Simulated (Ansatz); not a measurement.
# The perfect Ir wire along [111], 7 atoms a period

Aim: is the Ir wire along [111], 7 atoms a period a metal or a semiconductor?

Main program and level: Ansatz 0.2.0; DFT PBE, plane waves, PAW; relaxation of a wire's period; PAW set soft_1, in the first sound run; inputs show where later runs differ.

## 1. The starting structure

The cell holds 7 atoms: 7 Ir. Its edges and angles: a = 9.537 Å, b = 9.960 Å, c = 6.703 Å, α = 90.0°, β = 90.0°, γ = 90.0°. Vacuum lies along a and b. The structure's axis is c.

As a file:

```cif
data_structure
_symmetry_space_group_name_H-M 'P 1'
_symmetry_Int_Tables_number 1
_cell_length_a 9.5370
_cell_length_b 9.9600
_cell_length_c 6.7030
_cell_angle_alpha 90.000
_cell_angle_beta 90.000
_cell_angle_gamma 90.000
_cell_volume 636.71
loop_
_atom_site_label
_atom_site_type_symbol
_atom_site_fract_x
_atom_site_fract_y
_atom_site_fract_z
_atom_site_occupancy
Ir1 Ir 0.49997 0.49999 0.00000 1
Ir2 Ir 0.35651 0.42068 0.33333 1
Ir3 Ir 0.49997 0.65862 0.33333 1
Ir4 Ir 0.64344 0.42068 0.33333 1
Ir5 Ir 0.35651 0.57931 0.66667 1
Ir6 Ir 0.49997 0.34137 0.66667 1
Ir7 Ir 0.64344 0.57931 0.66667 1
```

## 2. Relaxation of atoms and period

Band widths follow the bond lengths, so the wire is relaxed first. The atoms and the third cell vector are free; the box across stays fixed as vacuum. A Fermi-Dirac smearing is set since the result may be a metal. The pressure printed is a third of the stress's trace over the whole box, vacuum included; only the stress along the axis is relaxed.

input.yaml reads:

```yaml
crystal:
  lattice:
    - [9.537, 0.0, 0.0]
    - [0.0, 9.96, 0.0]
    - [0.0, 0.0, 6.7030366253]
  atoms:
    - { symbol: Ir, position: [0.499973956, 0.499992057, 0.0] }
    - { symbol: Ir, position: [0.356506239, 0.420678759, 0.333333333] }
    - { symbol: Ir, position: [0.499973956, 0.658618651, 0.333333333] }
    - { symbol: Ir, position: [0.643441674, 0.420678759, 0.333333333] }
    - { symbol: Ir, position: [0.356506239, 0.579305354, 0.666666667] }
    - { symbol: Ir, position: [0.499973956, 0.341365462, 0.666666667] }
    - { symbol: Ir, position: [0.643441674, 0.579305354, 0.666666667] }
kpoints:
  mp_grid: { grid: [1, 1, 12] }
scf:
  occupations: { method: fermi_dirac, width: 0.05 }
hamiltonian:
  xc: pbe
  pseudopotentials: { kind: paw, azcp: { folder: soft_1 } }
relax:
  cell: { fix: [a, b, alpha, beta, gamma] }
  max_steps: 45
  f_tol: 0.03
```

Launch:

```bash
> ansatz run input.yaml --threads 4 --pin off --max-ram 16384MiB --backend cpu --events-out ev --progress --plain --runs-dir out
```

Numbers of over 12 decimals in the logs are rounded to 6 here.

The program printed:

```text
Engine: ansatz 0.2.0, aarch64-unknown-linux-gnu
Pseudopotentials: kind: paw
Pseudopotential: Ir, paw, valence charge 17, recommended cutoff 420 eV (normal), soft_1/Ir.paw.azcp
Functional definition: PBE
  parameter kappa = 0.804
  parameter beta = 0.066725
  exchange = pbe_x(kappa = kappa, mu = beta*pi^2/3)
  correlation = pbe_c(beta = beta)
Crystal: 7 atoms, lattice volume = 636.712 Å³
Basis set: ecut = 420 eV, 12441 PW (Γ), exchange–correlation on 128×144×90 points (8 copies of the dense FFT grid, shifted against one another)
Bands: 72, of which v1, the nominal top of the filled ones, is band 60 counted from 1 (59 counted from 0)
Symmetry: 4 space group operations
Space group: P2/m (ITA 10), of the structure as read, at distance tolerance 8.6e-5 Å
k-points: 7 of 12
Non-local potential: Ir, projectors of the file, l = 0: 3, l = 1: 2, l = 2: 2, l = 3: 1
PAW form: soft (Blöchl's): semilocal exchange-correlation on the pseudo side does not see the compensation charge
PAW one-centre angular grid: Ir, 590 points (default); XC on 64 Gauss nodes
Initial density: superposition of atomic densities (neutral atoms: chi_scale 0, normalization atom)
Initial wavefunctions: pseudopotential atomic-orbital guess
Functional: x = pbe(κ = 0.804, μ = 0.219515), c = pbe(β = 0.066725)
SCF iter   1: F=—  HF=-83540.763054 eV  |F-HF|=—  |Δ(HF+E_count)|=         —  Δρ=3.13e-2  dr2=1.57e1  ethr=3.10e-3  ⟨swp⟩=8.7  Hψ=2009  notcnv=0
preconditioner: auto → LDOS  [metal: Δε(μ)=0.141 eV  Ē_g=3.964 eV  σ=0.050 eV  W_gap=0.45  n_scr=92 (ndim 8)  ℏωp=11.7 eV  f_vac=0.642  D(μ)=14.73/eV (n_scr^D=84)  β→1.0]
SCF iter   2: F=—  HF=-83542.645380 eV  |F-HF|=—  |Δ(HF+E_count)|=    1.88e0  Δρ=4.25e-2  dr2=3.72e1  ethr=3.10e-3  ⟨swp⟩=3.7  Hψ=1323  notcnv=0  defer=7  recentre
SCF iter   3: F=—  HF=-83537.707638 eV  |F-HF|=—  |Δ(HF+E_count)|=    4.94e0  Δρ=1.31e-2  dr2=3.42e0  ethr=3.10e-3  ⟨swp⟩=3.3  Hψ=1331  notcnv=0  defer=6
SCF iter   4: F=—  HF=-83537.159829 eV  |F-HF|=—  |Δ(HF+E_count)|=   5.48e-1  Δρ=4.55e-3  dr2=3.53e-1  ethr=2.88e-3  ⟨swp⟩=2.0  Hψ=617  notcnv=0  defer=6
SCF iter   5: F=—  HF=-83537.132553 eV  |F-HF|=—  |Δ(HF+E_count)|=   2.73e-2  Δρ=1.87e-3  dr2=2.09e-2  ethr=2.96e-4  ⟨swp⟩=2.0  Hψ=800  notcnv=0  defer=6
SCF iter   6: F=—  HF=-83537.138891 eV  |F-HF|=—  |Δ(HF+E_count)|=   6.34e-3  Δρ=6.18e-4  dr2=4.19e-3  ethr=1.75e-5  ⟨swp⟩=2.0  Hψ=800  notcnv=0  defer=6
SCF iter   7: F=—  HF=-83537.139366 eV  |F-HF|=—  |Δ(HF+E_count)|=   4.75e-4  Δρ=2.92e-4  dr2=1.19e-3  ethr=3.52e-6  ⟨swp⟩=1.7  Hψ=549  notcnv=0  defer=6
SCF iter   8: F=—  HF=-83537.139290 eV  |F-HF|=—  |Δ(HF+E_count)|=   7.61e-5  Δρ=1.91e-4  dr2=3.70e-4  ethr=9.97e-7  ⟨swp⟩=2.0  Hψ=684  notcnv=0  defer=6
SCF iter   9: F=—  HF=-83537.139289 eV  |F-HF|=—  |Δ(HF+E_count)|=   9.42e-7  Δρ=1.26e-4  dr2=2.47e-4  ethr=3.11e-7  ⟨swp⟩=2.4  Hψ=721  notcnv=0  defer=6
SCF iter  10: F=—  HF=-83537.139266 eV  |F-HF|=—  |Δ(HF+E_count)|=   2.27e-5  Δρ=3.61e-5  dr2=1.49e-5  ethr=2.07e-7  ⟨swp⟩=1.0  Hψ=498  notcnv=0  defer=6
SCF iter  11: F=—  HF=-83537.139460 eV  |F-HF|=—  |Δ(HF+E_count)|=   1.94e-4  Δρ=1.14e-5  dr2=9.71e-7  ethr=1.26e-8  ⟨swp⟩=2.0  Hψ=670  notcnv=0  defer=6
SCF iter  12: F=—  HF=-83537.139460 eV  |F-HF|=—  |Δ(HF+E_count)|=   2.89e-7  Δρ=3.87e-6  dr2=1.52e-7  ethr=8.16e-10  ⟨swp⟩=2.0  Hψ=730  notcnv=0  defer=6
SCF iter  13: F=-83537.139460 eV  HF=-83537.139460 eV  |F-HF|=5.38e-9  |Δ(HF+E_count)|=   2.40e-8  Δρ=1.90e-6  dr2=2.32e-8  ethr=8.40e-11  ⟨swp⟩=4.0  Hψ=1617  notcnv=0
SCF 1 converged in 13 iterations: F = -83537.139460 eV  dr2 = 2.32e-8
  greatest PAW one-centre occupation: 1.000 electrons in one spin orbital (limit 2), on the Ir atom at site 0 (counted from 0), in its partial waves of l = 0
relax step   1: F+E_penalty+E_count = -83537.13945989 eV  Δ(F+E_penalty+E_count) = +0.000e0 eV  max|allowed force component| = 3.587e0 eV/Å  Δτ_max = 0.0000 Å  P = -5.228 GPa  Ω = 636.712 Å³  fix = [a, b, alpha, beta, gamma]  reactions: a -4.250, b -4.264 GPa; alpha -0.011 GPa/rad  (13 SCF iters, dr2 threshold 1.00e-7 eV, accepted)
Crystal: 7 atoms, lattice volume = 622.047 Å³
Basis set: ecut = 420 eV, 12143 PW (Γ), exchange–correlation on 128×144×90 points (8 copies of the dense FFT grid, shifted against one another)
Initial density: handed on by an earlier stage of this run
Initial wavefunctions: those handed on with the density
iter 1 solved again at ethr=2.62e-3 eV; its pass at ethr=3.10e-3 eV (dr2=3.12e0 eV) is discarded
SCF iter   1: F=—  HF=-83539.259469 eV  |F-HF|=—  |Δ(HF+E_count)|=         —  Δρ=2.18e-2  dr2=3.15e0  ethr=2.62e-3  ⟨swp⟩=1.0  Hψ=2680  notcnv=0
preconditioner: auto → LDOS  [metal: Δε(μ)=0.056 eV  Ē_g=4.547 eV  σ=0.050 eV  W_gap=0.26  n_scr=92 (ndim 8)  ℏωp=11.8 eV  f_vac=0.688  D(μ)=22.71/eV (n_scr^D=178)  β→1.0]
SCF iter   2: F=—  HF=-83539.643913 eV  |F-HF|=—  |Δ(HF+E_count)|=   3.84e-1  Δρ=1.64e-2  dr2=4.63e0  ethr=2.62e-3  ⟨swp⟩=3.0  Hψ=927  notcnv=0
SCF iter   3: F=—  HF=-83538.912741 eV  |F-HF|=—  |Δ(HF+E_count)|=   7.31e-1  Δρ=2.83e-3  dr2=1.43e-1  ethr=2.62e-3  ⟨swp⟩=2.0  Hψ=870  notcnv=0  defer=8
SCF iter   4: F=—  HF=-83538.903394 eV  |F-HF|=—  |Δ(HF+E_count)|=   9.35e-3  Δρ=1.52e-3  dr2=2.11e-2  ethr=1.20e-4  ⟨swp⟩=2.0  Hψ=807  notcnv=0  defer=8
SCF iter   5: F=—  HF=-83538.902006 eV  |F-HF|=—  |Δ(HF+E_count)|=   1.39e-3  Δρ=5.20e-4  dr2=6.95e-3  ethr=1.78e-5  ⟨swp⟩=2.0  Hψ=798  notcnv=0  defer=8
SCF iter   6: F=—  HF=-83538.901227 eV  |F-HF|=—  |Δ(HF+E_count)|=   7.79e-4  Δρ=2.48e-4  dr2=5.45e-4  ethr=5.84e-6  ⟨swp⟩=2.0  Hψ=783  notcnv=0  defer=8
SCF iter   7: F=—  HF=-83538.901468 eV  |F-HF|=—  |Δ(HF+E_count)|=   2.42e-4  Δρ=1.41e-4  dr2=1.48e-4  ethr=4.58e-7  ⟨swp⟩=2.0  Hψ=757  notcnv=0  defer=8
SCF iter   8: F=—  HF=-83538.901477 eV  |F-HF|=—  |Δ(HF+E_count)|=   8.53e-6  Δρ=5.82e-5  dr2=2.33e-5  ethr=1.24e-7  ⟨swp⟩=2.0  Hψ=716  notcnv=0  defer=8
SCF iter   9: F=—  HF=-83538.901479 eV  |F-HF|=—  |Δ(HF+E_count)|=   2.24e-6  Δρ=1.81e-5  dr2=2.17e-6  ethr=1.96e-8  ⟨swp⟩=2.1  Hψ=706  notcnv=0  defer=8
SCF iter  10: F=—  HF=-83538.901480 eV  |F-HF|=—  |Δ(HF+E_count)|=   1.10e-6  Δρ=9.49e-6  dr2=1.25e-6  ethr=5.88e-10  ⟨swp⟩=5.0  Hψ=1850  notcnv=0
SCF iter  11: F=-83538.901480 eV  HF=-83538.901480 eV  |F-HF|=5.54e-8  |Δ(HF+E_count)|=   1.35e-8  Δρ=3.43e-6  dr2=1.06e-7  ethr=5.88e-10  ⟨swp⟩=3.0  Hψ=1791  notcnv=0
SCF 2 converged in 11 iterations: F = -83538.901480 eV  dr2 = 1.06e-7
  greatest PAW one-centre occupation: 1.000 electrons in one spin orbital (limit 2), on the Ir atom at site 6 (counted from 0), in its partial waves of l = 0
[...]
SCF iter   3: F=—  HF=-83539.666860 eV  |F-HF|=—  |Δ(HF+E_count)|=   1.62e-1  Δρ=4.02e-3  dr2=2.04e-1  ethr=9.61e-4  ⟨swp⟩=2.0  Hψ=870  notcnv=0  defer=7
SCF iter   4: F=—  HF=-83539.662409 eV  |F-HF|=—  |Δ(HF+E_count)|=   4.45e-3  Δρ=2.10e-3  dr2=5.60e-2  ethr=1.72e-4  ⟨swp⟩=2.0  Hψ=655  notcnv=0  defer=7
SCF iter   5: F=—  HF=-83539.662379 eV  |F-HF|=—  |Δ(HF+E_count)|=   3.04e-5  Δρ=7.00e-4  dr2=8.01e-3  ethr=4.71e-5  ⟨swp⟩=2.0  Hψ=616  notcnv=0  defer=7
SCF iter   6: F=—  HF=-83539.661973 eV  |F-HF|=—  |Δ(HF+E_count)|=   4.05e-4  Δρ=2.13e-4  dr2=2.91e-4  ethr=6.73e-6  ⟨swp⟩=2.1  Hψ=767  notcnv=0  defer=7
SCF iter   7: F=—  HF=-83539.662278 eV  |F-HF|=—  |Δ(HF+E_count)|=   3.05e-4  Δρ=7.18e-5  dr2=3.24e-5  ethr=2.45e-7  ⟨swp⟩=2.0  Hψ=684  notcnv=0  defer=7
SCF iter   8: F=—  HF=-83539.662288 eV  |F-HF|=—  |Δ(HF+E_count)|=   1.00e-5  Δρ=3.08e-5  dr2=6.94e-6  ethr=2.72e-8  ⟨swp⟩=2.0  Hψ=719  notcnv=0  defer=7
SCF iter   9: F=-83539.662292 eV  HF=-83539.662292 eV  |F-HF|=8.18e-8  |Δ(HF+E_count)|=   3.54e-6  Δρ=8.33e-6  dr2=5.33e-7  ethr=5.88e-10  ⟨swp⟩=3.9  Hψ=1920  notcnv=0
SCF 3 converged in 9 iterations: F = -83539.662292 eV  dr2 = 5.33e-7
relax step   3: F+E_penalty+E_count = -83539.66229186 eV  Δ(F+E_penalty+E_count) = -7.608e-1 eV  max|allowed force component| = 7.570e-1 eV/Å  Δτ_max = 0.1080 Å  P = -0.809 GPa  Ω = 591.242 Å³  energy of the carried Pulay correction = +3.262e-3 eV  fix = [a, b, alpha, beta, gamma]  reactions: a -0.815, b -0.876 GPa; alpha -0.004 GPa/rad  (9 SCF iters, dr2 threshold 7.00e-7 eV, accepted)
[...]
relax step   4: F+E_penalty+E_count = -83539.72358335 eV  Δ(F+E_penalty+E_count) = -6.129e-2 eV  max|allowed force component| = 5.404e-2 eV/Å  Δτ_max = 0.0251 Å  P = +0.102 GPa  Ω = 591.458 Å³  energy of the carried Pulay correction = +3.246e-3 eV  fix = [a, b, alpha, beta, gamma]  reactions: a +0.120, b +0.069 GPa; alpha +0.001 GPa/rad  (8 SCF iters, dr2 threshold 7.00e-7 eV, accepted)
[...]
relax step   5: F+E_penalty+E_count = -83539.72419109 eV  Δ(F+E_penalty+E_count) = -6.077e-4 eV  max|allowed force component| = 1.769e-2 eV/Å  Δτ_max = 0.0038 Å  P = -0.002 GPa  Ω = 593.042 Å³  energy of the carried Pulay correction = +3.125e-3 eV  fix = [a, b, alpha, beta, gamma]  reactions: a +0.069, b +0.013 GPa; alpha -0.003 GPa/rad  (7 SCF iters, dr2 threshold 1.82e-7 eV, accepted)
[...]
relax step   6: F+E_penalty+E_count = -83539.72438102 eV  Δ(F+E_penalty+E_count) = -1.899e-4 eV  max|allowed force component| = 3.350e-3 eV/Å  Δτ_max = 0.0003 Å  P = +0.040 GPa  Ω = 592.533 Å³  energy of the carried Pulay correction = +3.164e-3 eV  fix = [a, b, alpha, beta, gamma]  reactions: a +0.092, b +0.033 GPa; alpha -0.002 GPa/rad  (6 SCF iters, dr2 threshold 1.98e-8 eV, accepted)
Initial wavefunctions: pseudopotential atomic-orbital guess (no wavefunctions were taken with the density)
iter 1 solved again at ethr=2.22e-6 eV; its pass at ethr=3.10e-3 eV (dr2=2.64e-3 eV) is discarded
SCF iter   1: F=—  HF=-83539.719542 eV  |F-HF|=—  |Δ(HF+E_count)|=         —  Δρ=1.15e-4  dr2=1.27e-5  ethr=2.22e-6  ⟨swp⟩=3.1  Hψ=3304  notcnv=0
eigensolver tolerance schedule: the retry pair's looser diagonalisation over-reported the residual by 206.71 of it (diagonalisation noise at 0.17 of the residual, at the tolerance the schedule requests for it); recorded, not acted on — ethr = c·dr2/N_el stays at c = 1.0e-1
preconditioner: auto → LDOS  [metal: Δε(μ)=0.009 eV  Ē_g=4.307 eV  σ=0.050 eV  W_gap=0.05  n_scr=88 (ndim 8)  ℏωp=12.1 eV  f_vac=0.665  D(μ)=20.87/eV (n_scr^D=170)  β→1.0]
SCF iter   2: F=—  HF=-83539.719568 eV  |F-HF|=—  |Δ(HF+E_count)|=   2.56e-5  Δρ=2.80e-5  dr2=4.10e-6  ethr=1.07e-8  ⟨swp⟩=3.0  Hψ=1106  notcnv=0
SCF iter   3: F=—  HF=-83539.719837 eV  |F-HF|=—  |Δ(HF+E_count)|=   2.69e-4  Δρ=1.54e-5  dr2=2.60e-6  ethr=3.44e-9  ⟨swp⟩=3.6  Hψ=1133  notcnv=0
SCF iter   4: F=—  HF=-83539.719836 eV  |F-HF|=—  |Δ(HF+E_count)|=   4.20e-7  Δρ=4.31e-6  dr2=8.32e-8  ethr=2.19e-9  ⟨swp⟩=2.0  Hψ=714  notcnv=0
SCF iter   5: F=—  HF=-83539.719836 eV  |F-HF|=—  |Δ(HF+E_count)|=   2.39e-8  Δρ=1.13e-6  dr2=6.99e-9  ethr=6.99e-11  ⟨swp⟩=2.0  Hψ=734  notcnv=0
SCF iter   6: F=—  HF=-83539.719836 eV  |F-HF|=—  |Δ(HF+E_count)|=  4.66e-10  Δρ=4.41e-7  dr2=1.83e-9  ethr=5.87e-12  ⟨swp⟩=2.3  Hψ=812  notcnv=0
SCF iter   7: F=—  HF=-83539.719836 eV  |F-HF|=—  |Δ(HF+E_count)|=  2.76e-10  Δρ=1.01e-7  dr2=2.31e-10  ethr=1.54e-12  ⟨swp⟩=2.3  Hψ=733  notcnv=0
SCF iter   8: F=-83539.719836 eV  HF=-83539.719836 eV  |F-HF|=1.46e-11  |Δ(HF+E_count)|=  5.82e-11  Δρ=5.21e-8  dr2=2.32e-11  ethr=1.00e-12  ⟨swp⟩=5.0  Hψ=1826  notcnv=0
SCF 7 converged in 8 iterations: F = -83539.719836 eV  dr2 = 2.32e-11
relax step   7: F+E_penalty+E_count = -83539.71983615 eV  Δ(F+E_penalty+E_count) = +4.545e-3 eV  max|allowed force component| = 3.748e-3 eV/Å  Δτ_max = 0.0000 Å  P = +0.043 GPa  Ω = 592.533 Å³  fix = [a, b, alpha, beta, gamma]  reactions: a +0.094, b +0.036 GPa; alpha -0.002 GPa/rad  stress off target by 1.10e-3 GPa on what of the cell is left free  SCF on the basis re-selected at this cell (its energy is not comparable with the rows above)  (8 SCF iters)
basis re-selected at this cell: Δ(F+E_penalty+E_count) = +4.545e-3 eV, ΔP = +0.002 GPa vs the last step (what re-selecting the basis moved, of the pressure what is left beyond the Pulay correction that the steps carried, after the strain that the cell walked since its last selection, with what the two solves' SCF thresholds leave and, on support functions, any second-order correction that the steps lacked; it is no m [...]
SCF converged after 8 iterations
Free energy (F): -83539.719836 eV
Harris-Foulkes:  -83539.719836 eV  (|F-HF|=1.46e-11)
Internal energy: -83539.550998 eV  (E = F + TS)
E sigma→0 (E₀):  -83539.635417 eV
Entropy (-TS):   -0.168839 eV (-24.120 meV/atom)
Fermi energy:    0.386821 eV
--- Per-component energies (eV) ---
  E_band       = -3481.103032
  E_kinetic    = 3778.866305
  E_local      = -46595.269998  (includes V_loc(G=0)·N_el)
  E_nonlocal   = 1342.515928
  E_hartree    = 20868.699169
  E_xc         = -1593.682380
  E_vxc        = -1771.093398  (∫ρ·V_xc dr)
  E_paw        = -64862.085703  (= ΣΔE_a)
  E_vpaw       = -1973.522303  (= ΣTr[D̂ρ^β])
  E_aug_tail   = 0.002582  (compensation charges beyond the density's cutoff)
  E_ewald      = 3521.403099
  E_smearing   = -0.168839  (= −TS)
  E_closure    = -0.000000  (closes the sum)
  Σ components = -83539.719836   (vs F -83539.719836, Δ=0.00e0)
--- Forces (eV/Å), atoms counted from 1 ---
  atom   1  Ir     0.00000000     0.00000000     0.00000000
  atom   2  Ir    -0.00065849    -0.00374815     0.00188397
  atom   3  Ir    -0.00000000     0.00054091    -0.00064878
  atom   4  Ir     0.00065849    -0.00374815     0.00188397
  atom   5  Ir    -0.00065849     0.00374815    -0.00188397
  atom   6  Ir     0.00000000    -0.00054091     0.00064878
  atom   7  Ir     0.00065849     0.00374815    -0.00188397
  max |Σ_I F_I| component: 0.00e0 eV/Å
--- Stress (GPa, compression-positive) ---
        0.094219      -0.000000      -0.000000
       -0.000000       0.035533       0.002039
       -0.000000       0.002039      -0.001096
  P = ⅓ Tr σ = 0.0429 GPa (0.429 kbar)
--- Relaxed structure (6 steps of the walk, 6 accepted, 1 SCFs on fresh bases) ---
  F+E_penalty+E_count = -83539.71983615 eV   max|allowed force component| = 3.748e-3 eV/Å   (the final SCF, on the basis selected at the relaxed cell)
  cell:  # Å, volume = 592.5329 Å³
    - [9.537, 0, 0]
    - [0, 9.96, 0]
    - [0, 0, 6.237942]
  atoms:
    - { symbol: Ir, position: [0.499974, 0.500000, 0] }
    - { symbol: Ir, position: [0.366694, 0.425871, 0.335101] }
    - { symbol: Ir, position: [0.499974, 0.647415, 0.334644] }
    - { symbol: Ir, position: [0.633254, 0.425871, 0.335101] }
    - { symbol: Ir, position: [0.366694, 0.574129, 0.664899] }
    - { symbol: Ir, position: [0.499974, 0.352585, 0.665356] }
    - { symbol: Ir, position: [0.633254, 0.574129, 0.664899] }
```

Wall time 53 s (4 threads of Arm Neoverse V1, shared host); peak memory 1.2 GiB; 2.8 min of CPU time.

[end of part 1 of 2]

[Logs are printed without paths, hosts, clocks, repeated set-up lines and the standing remarks that a program may print on its own settings, such as how far it seeks lower states.]

[Hosts, paths, dates, database ids (printed as entryN), source tags and the programs' standing remarks are cut or masked in the printed files.]
